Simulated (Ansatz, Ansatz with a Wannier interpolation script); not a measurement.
Planning a run of Ansatz 0.2.0 on PNO (Cc). The input:

```yaml
crystal:
  lattice:
    - [3.278002254, -3.2861133804, 0.0]
    - [3.278002254, 3.2861133804, 0.0]
    - [-3.0285518603, 0.0, 3.4888659548]
  atoms:
    - { symbol: P, position: [0.7304096, 0.01031392, 0.00016709] }
    - { symbol: P, position: [0.01031392, 0.7304096, 0.50016709] }
    - { symbol: "N", position: [0.74286473, 0.38254462, 0.24963269] }
    - { symbol: "N", position: [0.38254462, 0.74286473, 0.74963269] }
    - { symbol: O, position: [0.88308961, 0.00077752, 0.75020022] }
    - { symbol: O, position: [0.00077752, 0.88308961, 0.25020022] }
kpoints:
  mp_grid: { grid: [4, 4, 4] }
hamiltonian:
  xc: lda
scf:
  occupations: { method: fixed }
gw:
  n_empty_bands: 224
  ecut_chi: 120.0
  qp_bands: [v8, c4]
  screening: { model: contour_deformation }
```

```sh
ansatz run input.yaml --threads 8 --pin off --max-ram 14745MiB --backend cpu --events-out ev --progress --plain --runs-dir out
```

**Question.** How long will it take on 8 threads of Arm Neoverse N1, shared host, and how much memory?

It took 5.5 min; on shared hardware allow 2.7 min to 11 min. Peak host memory was 1.7 GiB. The sizes that set the cost: 1455 plane waves a state, 24 irreducible k points, 240 bands summed, 221 plane waves in the screening and 7 SCF cycles.

The screening grows as filled bands × empty bands × pairs of k points, times the square of the screening basis for the matrix.

[Paths, hosts, dates, memory and timing lines, banners, echoed tables and standing remarks are left out of the program output.]

[Logs are printed without paths, hosts, clocks, repeated set-up lines and the standing remarks that a program may print on its own settings, such as how far it seeks lower states.]

[Runs of the session that timed out or met a known fault of the program may be left out.]

[Hosts, paths, dates, database ids (printed as entryN), source tags and the programs' standing remarks are cut or masked in the printed files.]
